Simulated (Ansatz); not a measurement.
# CsLiBr2 (P4/nmm):V_Cs, thermodynamic levels from a 64-atom cell

Wanted: the transition levels of a vacancy in CsLiBr2 (P4/nmm), from a cell of 64 host atoms with 1 Cs taken out.

Main program and level: Ansatz 0.2.0; place-levels on PBEsol runs: charge-transition levels and formation energies with image-charge correction and potential alignment at the atomic sites.

### Step 1. The structure

The cell holds 63 atoms: 15 Cs, 16 Li and 32 Br. Cell: a = 14.446 Å, b = 14.446 Å, c = 9.811 Å, α = 90.0°, β = 90.0°, γ = 90.0°. It derives from CsLiBr2 (space group P4/nmm). Nearest the centre at fractional (0.375, 0.375, 0.300): Br9 at 3.57 Å, Br27 at 3.63 Å, Br42 at 3.63 Å, Br10 at 3.63 Å, Br11 at 3.63 Å, Li7 at 3.76 Å, Br60 at 3.89 Å, Br46 at 3.89 Å.

Coordinates:

```xyz
63
Lattice="10.2149 10.2149 0.0000 -10.2149 10.2149 0.0000 0.0000 0.0000 9.8111" Properties=species:S:1:pos:R:3 pbc="T T T"
Cs    0.0000    2.5537    2.9386
Cs   -2.5537    5.1074    6.8725
Cs    2.5537    5.1074    6.8725
Li   -2.5537    5.1074    0.8230
Li    2.5537    5.1074    0.8230
Li    0.0000    2.5537    8.9881
Li    0.0000    7.6612    8.9881
Br    0.0000    2.5537    6.5129
Br    0.0000    7.6612    6.5129
Br   -2.5537    5.1074    3.2981
Br    2.5537    5.1074    3.2981
Br    0.0000    0.0000    0.0000
Br    0.0000    5.1074    0.0000
Br   -2.5537    2.5537    0.0000
Br    2.5537    2.5537    0.0000
Cs   -5.1074    7.6612    2.9386
Cs   -5.1074   12.7686    2.9386
Cs   -7.6612   10.2149    6.8725
Cs   -2.5537   10.2149    6.8725
Li   -7.6612   10.2149    0.8230
Li   -2.5537   10.2149    0.8230
Li   -5.1074    7.6612    8.9881
Li   -5.1074   12.7686    8.9881
Br   -5.1074    7.6612    6.5129
Br   -5.1074   12.7686    6.5129
Br   -7.6612   10.2149    3.2981
Br   -2.5537   10.2149    3.2981
Br   -5.1074    5.1074    0.0000
Br   -5.1074   10.2149    0.0000
Br   -7.6612    7.6612    0.0000
Br   -2.5537    7.6612    0.0000
Cs    5.1074    7.6612    2.9386
Cs    5.1074   12.7686    2.9386
Cs    2.5537   10.2149    6.8725
Cs    7.6612   10.2149    6.8725
Li    2.5537   10.2149    0.8230
Li    7.6612   10.2149    0.8230
Li    5.1074    7.6612    8.9881
Li    5.1074   12.7686    8.9881
Br    5.1074    7.6612    6.5129
Br    5.1074   12.7686    6.5129
Br    2.5537   10.2149    3.2981
Br    7.6612   10.2149    3.2981
Br    5.1074    5.1074    0.0000
Br    5.1074   10.2149    0.0000
Br    2.5537    7.6612    0.0000
Br    7.6612    7.6612    0.0000
Cs    0.0000   12.7686    2.9386
Cs    0.0000   17.8760    2.9386
Cs   -2.5537   15.3223    6.8725
Cs    2.5537   15.3223    6.8725
Li   -2.5537   15.3223    0.8230
Li    2.5537   15.3223    0.8230
Li    0.0000   12.7686    8.9881
Li    0.0000   17.8760    8.9881
Br    0.0000   12.7686    6.5129
Br    0.0000   17.8760    6.5129
Br   -2.5537   15.3223    3.2981
Br    2.5537   15.3223    3.2981
Br    0.0000   10.2149    0.0000
Br    0.0000   15.3223    0.0000
Br   -2.5537   12.7686    0.0000
Br    2.5537   12.7686    0.0000
```

The host's dielectric constants go in as inputs: (3.04, 3.04, 2.93) for the electrons alone, (8.22, 8.22, 6.42) with the ions, from a response run on this crystal (DFPT, PBEsol) at that run's own cell.

The cell's shortest repeat is 9.8 Å.

### Step 2. Charge states

Levels follow from differences of total energies between charge states, each relaxed by itself.

Each atom starts 0.05 Å or so off its site in a random direction: a symmetric start keeps its symmetry, and would miss off-centre moves and Jahn–Teller distortions. Forces are taken at one point at (¼, ¼, ¼). The cell holds 1 electron more than the neutral one, with a uniform background that keeps it neutral on the whole.

The sampling was tested on the host first: at the k-points planned (1x1x1 shifted 0.25 0.25 0.25) its energy lies 0.000 eV an atom from the dense-mesh value, under the bound of 0.02 eV set for this test; that bounds the host's error, not the defect's.

One state's input; the others differ in charge, spin, start and seed, and in occupations where the table says so.

Contents of qm1.relax/input.yaml:

```yaml
crystal:
  lattice:
    - [5.10743538, 5.10743538, 0.0]
    - [-5.10743538, 5.10743538, 0.0]
    - [0.0, 0.0, 9.81108215]
  atoms:
    - { symbol: Cs, position: [0.25, 0.25, 0.29951371] }
    - { symbol: Cs, position: [0.75, 0.75, 0.29951371] }
    - { symbol: Cs, position: [0.25, 0.75, 0.70048629] }
    - { symbol: Cs, position: [0.75, 0.25, 0.70048629] }
    - { symbol: Li, position: [0.25, 0.75, 0.08388538] }
    - { symbol: Li, position: [0.75, 0.25, 0.08388538] }
    - { symbol: Li, position: [0.25, 0.25, 0.91611462] }
    - { symbol: Li, position: [0.75, 0.75, 0.91611462] }
    - { symbol: Br, position: [0.25, 0.25, 0.66383431] }
    - { symbol: Br, position: [0.75, 0.75, 0.66383431] }
    - { symbol: Br, position: [0.25, 0.75, 0.33616569] }
    - { symbol: Br, position: [0.75, 0.25, 0.33616569] }
    - { symbol: Br, position: [0.0, 0.0, 0.0] }
    - { symbol: Br, position: [0.5, 0.5, 0.0] }
    - { symbol: Br, position: [0.0, 0.5, 0.0] }
    - { symbol: Br, position: [0.5, 0.0, 0.0] }
  supercell: [2, 2, 1]
  defects: [{ vacancy: 1 }]
total_charge: -1
basis:
  ecutwfc: 420
  xc_grid: 2
hamiltonian:
  xc: pbesol
kpoints:
  mp_grid: { grid: [1, 1, 1], shift: [0.25, 0.25, 0.25] }
scf:
  occupations: { method: fixed }
  max_iter: 60
output:
  forces: true
  charged_corrections: { epsilon: [3.04, 3.04, 2.93], static_epsilon: [8.22, 8.22, 6.42] }
relax:
  f_tol: 0.02
  max_steps: 80
  random_displacement: { amplitude: 0.05, seed: 6727 }
checkpoint:
  write: "../qm1.relax.run"
  compress: false
  write_wavefunctions: true
  write_every: 100000
```

Command:

```console
$ ansatz run input.yaml --threads 4 --pin off --max-ram 14131MiB --backend cpu --events-out ev --progress --plain --runs-dir out
```

Defect states can disperse in a cell of this size, so the energy is taken again at a 2×2×2 shifted mesh, on the relaxed structure.

The run of this state that the levels use, under PBEsol:

Contents of qm1.point/input.yaml:

```yaml
crystal:
  checkpoint: "../qm1.relax.run"
  host: checkpoint
total_charge: -1
basis:
  ecutwfc: 420
  xc_grid: 2
hamiltonian:
  xc: pbesol
kpoints:
  mp_grid: { grid: [2, 2, 2], shift: [0.5, 0.5, 0.5] }
scf:
  occupations: { method: fermi_dirac, width: 0.01 }
  max_iter: 60
output:
  forces: true
  eigenvalues: true
  charged_corrections:
    epsilon: [3.04, 3.04, 2.93]
    static_epsilon: [8.22, 8.22, 6.42]
    defect_position: [0.375, 0.375, 0.299514]
  eigenstates: { localisation: true }
  populations: true
  band_densities: [{ bands: [v1, v1] }, { bands: [c1, c1] }]
  write_density: true
  write_potential: true
  volumetric_format: npy
checkpoint:
  read: "../qm1.relax.run"
  write: "../qm1.point.run"
  compress: false
  write_wavefunctions: false
  write_every: 100000
```

Relaxations under PBEsol at one point at (¼, ¼, ¼); times on 4 threads of Arm Neoverse V1, shared host:

| charge | moment (μB) | occupations | outcome | steps | largest displacement against the far atoms (Å) | time |
| --- | --- | --- | --- | --- | --- | --- |
| −1 | 0 | fixed | converged | 5 | 0.23 | 2.1 min |
| 0 | 1 | fixed | not converged | - | - | 3.3 min |
| 0 | 1 | fermi-dirac | converged | 4 | 0.22 | 6 min |
| +1 | 0 | fixed | not converged | - | - | 85 s |
| +1 | 0 | fermi-dirac | converged | 4 | 0.24 | 3.1 min |
| +1 | 2 | fixed | converged | 4 | 0.24 | 7.2 min |

Single points under PBEsol at a 2×2×2 shifted mesh; times on 4 threads of Arm Neoverse V1, shared host:

```
charge  moment (μB)  occupations    outcome     time
    −1            0  fermi-dirac  converged  3.3 min
     0            1  fermi-dirac  converged  8.3 min
    +1            0  fermi-dirac  converged  4.5 min
    +1            2  fermi-dirac  converged  8.5 min
```

Distances (Å) from the ideal centre to the nearest atoms after relaxation with PBEsol:

```
charge  moment (μB)       1.       2.       3.       4.       5.       6.
    −1            0  Li 3.54  Br 3.76  Br 3.76  Br 3.77  Br 3.77  Br 3.79
     0            1  Li 3.57  Br 3.75  Br 3.75  Br 3.76  Br 3.77  Br 3.78
    +1            0  Li 3.55  Br 3.76  Br 3.76  Br 3.76  Br 3.77  Br 3.80
    +1            2  Li 3.55  Br 3.75  Br 3.76  Br 3.76  Br 3.78  Br 3.81
```

### Step 3. Placing the levels, PBEsol

A charged cell interacts with its images and the background, and its potential has another zero than the host's. place-levels removes the first by a point-charge model, screened by the static dielectric constant since the ions have relaxed around the charge, and the second by comparing potentials at atoms far from the defect.

The host is a run of the defect-free crystal in the same cutoffs, grids and k-points, so that basis and sampling errors cancel in part in the differences. Its band edges come from a run of the primitive cell that searches the zone for them. The host is run in a cell of 16 atoms on a matching mesh. Chemical potentials are energies per atom of Cs (bcc), run with the same functional and cutoff.

Contents of levels.point.yaml:

```yaml
host:
  run: host.point.run
  levels_from: { run: edges.point.run }
states: [qm1.point.run, q0_M1.point.run, qp1.point.run, qp1_M2.point.run]
geometry_from:
  qm1.point.run: qm1.relax.run
  q0_M1.point.run: q0_M1.relax_smeared.run
  qp1.point.run: qp1.relax_smeared.run
  qp1_M2.point.run: qp1_M2.relax.run
  host.point.run: host.relax.run
chemical_potentials:
  Cs:
    energy: -5585.796162
    dataset: <sha256 of the dataset>
epsilon: [3.04, 3.04, 2.93]
static_epsilon: [8.22, 8.22, 6.42]
vertical:
  - { from: qm1.point.run, to: qm1.point_neutral.run }
  - { from: qp1.point.run, to: qp1.point_neutral.run }
  - { from: qp1_M2.point.run, to: qp1_M2.point_neutral.run }
```

Command:

```console
$ ansatz place-levels levels.point.yaml -- --threads 4 --pin off --max-ram 14131MiB
```

Numbers of over 12 decimals in the logs are rounded to 6 here.

The log of the run:

```text
[... repeated set-up lines and file paths are left out, and long positions are rounded to six places ...]
(+1/0) 0.000 eV above the valence edge (-0.884 eV without the band-filling correction), 4.218 eV under the conduction edge
(0/-1) 0.000 eV above the valence edge (-0.160 eV without the band-filling correction), 4.218 eV under the conduction edge
formation energy of charge +1: +4.832 eV with the Fermi level at the valence edge
formation energy of charge 0: +4.832 eV with the Fermi level at the valence edge
formation energy of charge -1: +4.832 eV with the Fermi level at the valence edge
vertical -1 to 0: no energy, since no alignment is typed
  the change from vertical[0].from (qm1.point.run) to vertical[0].to (qm1.point_neutral.run): by its potential at epsilon [3.04, 3.04, 2.93] it stands at 0.376 0.375 0.024, with an rms radius of about 6.5 Å (4.5 4.5 1.4 Å across the planes of the cell's [...]
vertical +1 to 0: no energy, since no alignment is typed
  the change from vertical[1].from (qp1.point.run) to vertical[1].to (qp1.point_neutral.run): by its potential at epsilon [3.04, 3.04, 2.93] it stands at 0.375 0.375 0.026, with an rms radius of about 6.7 Å (4.5 4.5 1.8 Å across the planes of the cell's [...]
vertical +1 to 0: no energy, since no alignment is typed
  the change from vertical[2].from (qp1_M2.point.run) to vertical[2].to (qp1_M2.point_neutral.run): by its potential at epsilon [3.04, 3.04, 2.93] it stands at 0.374 0.373 0.033, with an rms radius of about 6.5 Å (4.4 4.4 1.7 Å across the planes of the cell's [...]
  edges by pbesol of host.levels_from (edges.point.run), its mesh sampled to repeats of 29.43 Å (the valence edge +0.155 eV and the conduction edge -0.486 eV from those of the host's own run), gap 4.218 eV; the host is sampled to repeats of 34.93 Å
  the defect's cells are sampled to repeats of 34.93 Å, like sampling
  charge +1: -174706.0415 eV with its correction of +0.513 eV, at epsilon [8.22, 8.22, 6.42], aligned at sites: -0.4201 eV, mean over 49 atomic sites at or beyond 4.91 Å from the defect at [0.3750, 0.3750, 0.2995], with -0.043501 for the charge's moments and [...]
  states[3] (qp1_M2.point.run): levels filled in part (TS 0.018 eV): its energy is of no whole electron's
  charge 0: +0.161 eV for its dipole among its images, +0.000 omitted
  states[1] (q0_M1.point.run): levels filled in part (TS 0.016 eV): its energy is of no whole electron's
  charge -1: -174702.5216 eV with its correction of +0.441 eV, at epsilon [8.22, 8.22, 6.42], aligned at sites: -0.2337 eV, mean over 49 atomic sites at or beyond 4.91 Å from the defect at [0.3750, 0.3750, 0.2995], with -0.001263 for the charge's moments and [...]
  charge +1: states[2] (qp1.point.run) stands 0.001 eV higher, with a moment of 0.00 μB against 2.00
  states[2] (qp1.point.run): levels filled in part (TS 0.035 eV): its energy is of no whole electron's
  of states[3] (qp1_M2.point.run): it parts from the run at its places by a charge that spreads by about 4.4 Å along one vector (2.5 Å or more is wide), by its potential at epsilon [3.04, 3.04, 2.93], taken for that of held ions (one typed too small widens [...]
  of states[1] (q0_M1.point.run): a band-filling correction moves a carrier to the host's band edge, which changes its energy by -0.160 eV; [...]
  of states[0] (qm1.point.run): it parts from the run at its places by a charge that spreads by about 4.5 Å along one vector (2.5 Å or more is wide), by its potential at epsilon [3.04, 3.04, 2.93], taken for that of held ions (one typed too small widens it), [...]
  of states[2] (qp1.point.run): it parts from the run at its places by a charge that spreads by about 4.5 Å along one vector (2.5 Å or more is wide), by its potential at epsilon [3.04, 3.04, 2.93], taken for that of held ions (one typed too small widens it), [...]
  of vertical[0].from (qm1.point.run): its displacements don't fall off away from the defect: farther atoms stand 0.016 Å off the host's places. [...]
  vertical[0].to (qm1.point_neutral.run): levels filled in part (TS 0.016 eV): its energy is of no whole electron's
  of vertical[0].to (qm1.point_neutral.run): its displacements don't fall off away from the defect: farther atoms stand 0.016 Å off the host's places. [...]
  vertical[1].from (qp1.point.run): levels filled in part (TS 0.035 eV): its energy is of no whole electron's
  of vertical[1].from (qp1.point.run): its displacements don't fall off away from the defect: farther atoms stand 0.032 Å off the host's places. [...]
  vertical[1].to (qp1.point_neutral.run): levels filled in part (TS 0.016 eV): its energy is of no whole electron's
  of vertical[1].to (qp1.point_neutral.run): its displacements don't fall off away from the defect: farther atoms stand 0.032 Å off the host's places. [...]
  vertical[2].from (qp1_M2.point.run): levels filled in part (TS 0.018 eV): its energy is of no whole electron's
  of vertical[2].from (qp1_M2.point.run): its displacements don't fall off away from the defect: farther atoms stand 0.032 Å off the host's places. [...]
  vertical[2].to (qp1_M2.point_neutral.run): levels filled in part (TS 0.016 eV): its energy is of no whole electron's
  of vertical[2].to (qp1_M2.point_neutral.run): its displacements don't fall off away from the defect: farther atoms stand 0.032 Å off the host's places. [...]
```

It took 0.53 s on 4 threads of Arm Neoverse V1, shared host.

Levels between the charges placed, in eV above the valence top:

```csv
,gap (eV),(+1/0),(0/−1)
PBEsol,4.22,0.00,0.00
```

Corrections by state:

```csv
charge,moment (μB),image terms and alignment (eV),band filling (eV),ε used,"over the lowest of its charge, as the program ranks them, band filling apart (eV)"
+1,2.0,0.513,-1.044,"principal values (6.42, 8.22, 8.22)",0.000
0,1.0,0.161,-0.160,-,0.000
−1,0.0,0.441,-,"principal values (6.42, 8.22, 8.22)",0.000
+1,0.0,0.493,-,"principal values (6.42, 8.22, 8.22)",0.001
```

The charged structures listed were also run neutral, and place-levels reads from each pair, by the potential or the spins, how wide the charge is by which they differ; that can be the carrier of either run.

```csv
charge,rms radius (Å),spread where it is widest against the cell (Å),wide from (Å),reading
+1,6.5,4.42,2.50,wide
−1,6.5,4.50,2.50,wide
```

The neutral runs of these pairs need not share the spin of the lowest neutral state, and very wide values only mean spread over the cell.

From the program's caveats on the states, each cut to its opening words:

- charge +1 (2 μB): it parts from the run at its places by a charge that spreads by about 4.4 Å along one vector (2.5 Å or more is wide), by its potential at epsilon [3.04, 3.04, [...]
- charge +1 (2 μB): a band-filling correction moves a carrier to the host's band edge, which changes its energy by -1.044 eV
- charge +1 (2 μB): the far atoms show a dipole or second moment of the defect's charge, for which the correction takes or leaves out 0.682 eV: further moments aren't read, and [...]
- charge +1 (2 μB), +1: its displacements don't fall off away from the defect: farther atoms stand 0.032 Å off the host's places
- charge 0 (1 μB): a band-filling correction moves a carrier to the host's band edge, which changes its energy by -0.160 eV
- charge 0 (1 μB): the far atoms show a dipole or second moment of the defect's charge, for which the correction takes or leaves out 0.161 eV: further moments aren't read, and [...]
- charge 0 (1 μB): its displacements don't fall off away from the defect: farther atoms stand 0.022 Å off the host's places
- charge −1, +1: it parts from the run at its places by a charge that spreads by about 4.5 Å along one vector (2.5 Å or more is wide), by its potential at epsilon [3.04, 3.04, [...]
- charge −1: its displacements don't fall off away from the defect: farther atoms stand 0.016 Å off the host's places
- charge +1: the far atoms show a dipole or second moment of the defect's charge, for which the correction takes or leaves out 0.665 eV: further moments aren't read, and [...]

Chemical potentials of the elements' reference phases, run alike. Formation energy by charge state (elemental references; gap 4.22 eV):

```csv
charge,at valence top (eV),at conduction bottom (eV),correction included (eV)
+1,4.83,9.05,-0.53
0,4.83,4.83,0.00
−1,4.83,0.61,0.44
```

| Fermi level (eV) | lowest formation energy (eV) |
| --- | --- |
| 0.00 | 4.83 |
| 0.38 | 4.45 |
| 0.77 | 4.07 |
| 1.15 | 3.68 |
| 1.53 | 3.30 |
| 1.92 | 2.92 |
| 2.30 | 2.53 |
| 2.69 | 2.15 |
| 3.07 | 1.76 |
| 3.45 | 1.38 |
| 3.84 | 1.00 |
| 4.22 | 0.61 |

### Step 4. A changed set-up

In this try the input is made faulty on purpose, to show what that does.

Another version of the file is tried.

levels.try0.yaml is levels.point.yaml with these lines changed:

```diff
-  run: host.point.run
+  run: qm1.point.run
```

Command:

```console
$ ansatz place-levels levels.try0.yaml -- --threads 4 --pin off --max-ram 14131MiB
```

The log of the run:

```text
Error: geometry_from (host.point.run): no state or end of a change is of that run, nor, for geometry_from, the host
```

The change: a defect cell named as host.

The command refused this file.

### Step 5. Outcome

```
gap of the host                                                             : 4.22 eV (PBEsol)
level (plus 1/0)                                                            : 0.00 eV above the valence top (-0.88 eV above the valence top without the band-filling term)
level (0/minus 1)                                                           : 0.00 eV above the valence top (-0.16 eV above the valence top without the band-filling term)
lowest of the charges placed, just above the valence top (0.02 eV)          : −1
lowest of the charges placed, just below the conduction bottom (0.02 eV)    : −1
lowest formation energy at mid-gap of the charges run, elemental references : 2.72 eV
```

**Reading.** Of the charges placed (−1, 0 and +1), −1 is the lowest from 0.02 eV above the valence top to 0.02 eV below the conduction bottom, a gap of 4.22 eV. Charges below −1 were not placed, so these runs say nothing of levels that involve them. States placed: +1 at 2 μB and 0 μB; 0 at 1 μB; −1 at 0 μB. Other spin states or structures, where not listed, weren't placed. The program finds carriers beyond a band edge of the host and adds a band-filling term at charge 0 (-0.16 eV) and +1 (-1.04 eV); steps to such a charge show no bound level, and a defect level inside a band would be read the same way. What this leaves open: PBEsol makes the gap too small and tends to spread out bound carriers; spin–orbit coupling, which can matter with heavy atoms, is left out.

[Logs are printed without paths, hosts, clocks, repeated set-up lines and the standing remarks that a program may print on its own settings, such as how far it seeks lower states.]

[Hosts, paths, dates, database ids (printed as entryN), source tags and the programs' standing remarks are cut or masked in the printed files.]

[Where a table of states has a column of steps, it counts the stored structures, which are thinned; the runs took as many ionic steps or more.]

[A defect's name tells the site on which it was built; relaxed atoms can leave that site.]

[For some hosts the program warned that the k-mesh of the response run may be too coarse for force constants and the static dielectric constant; such warnings are not shown here.]
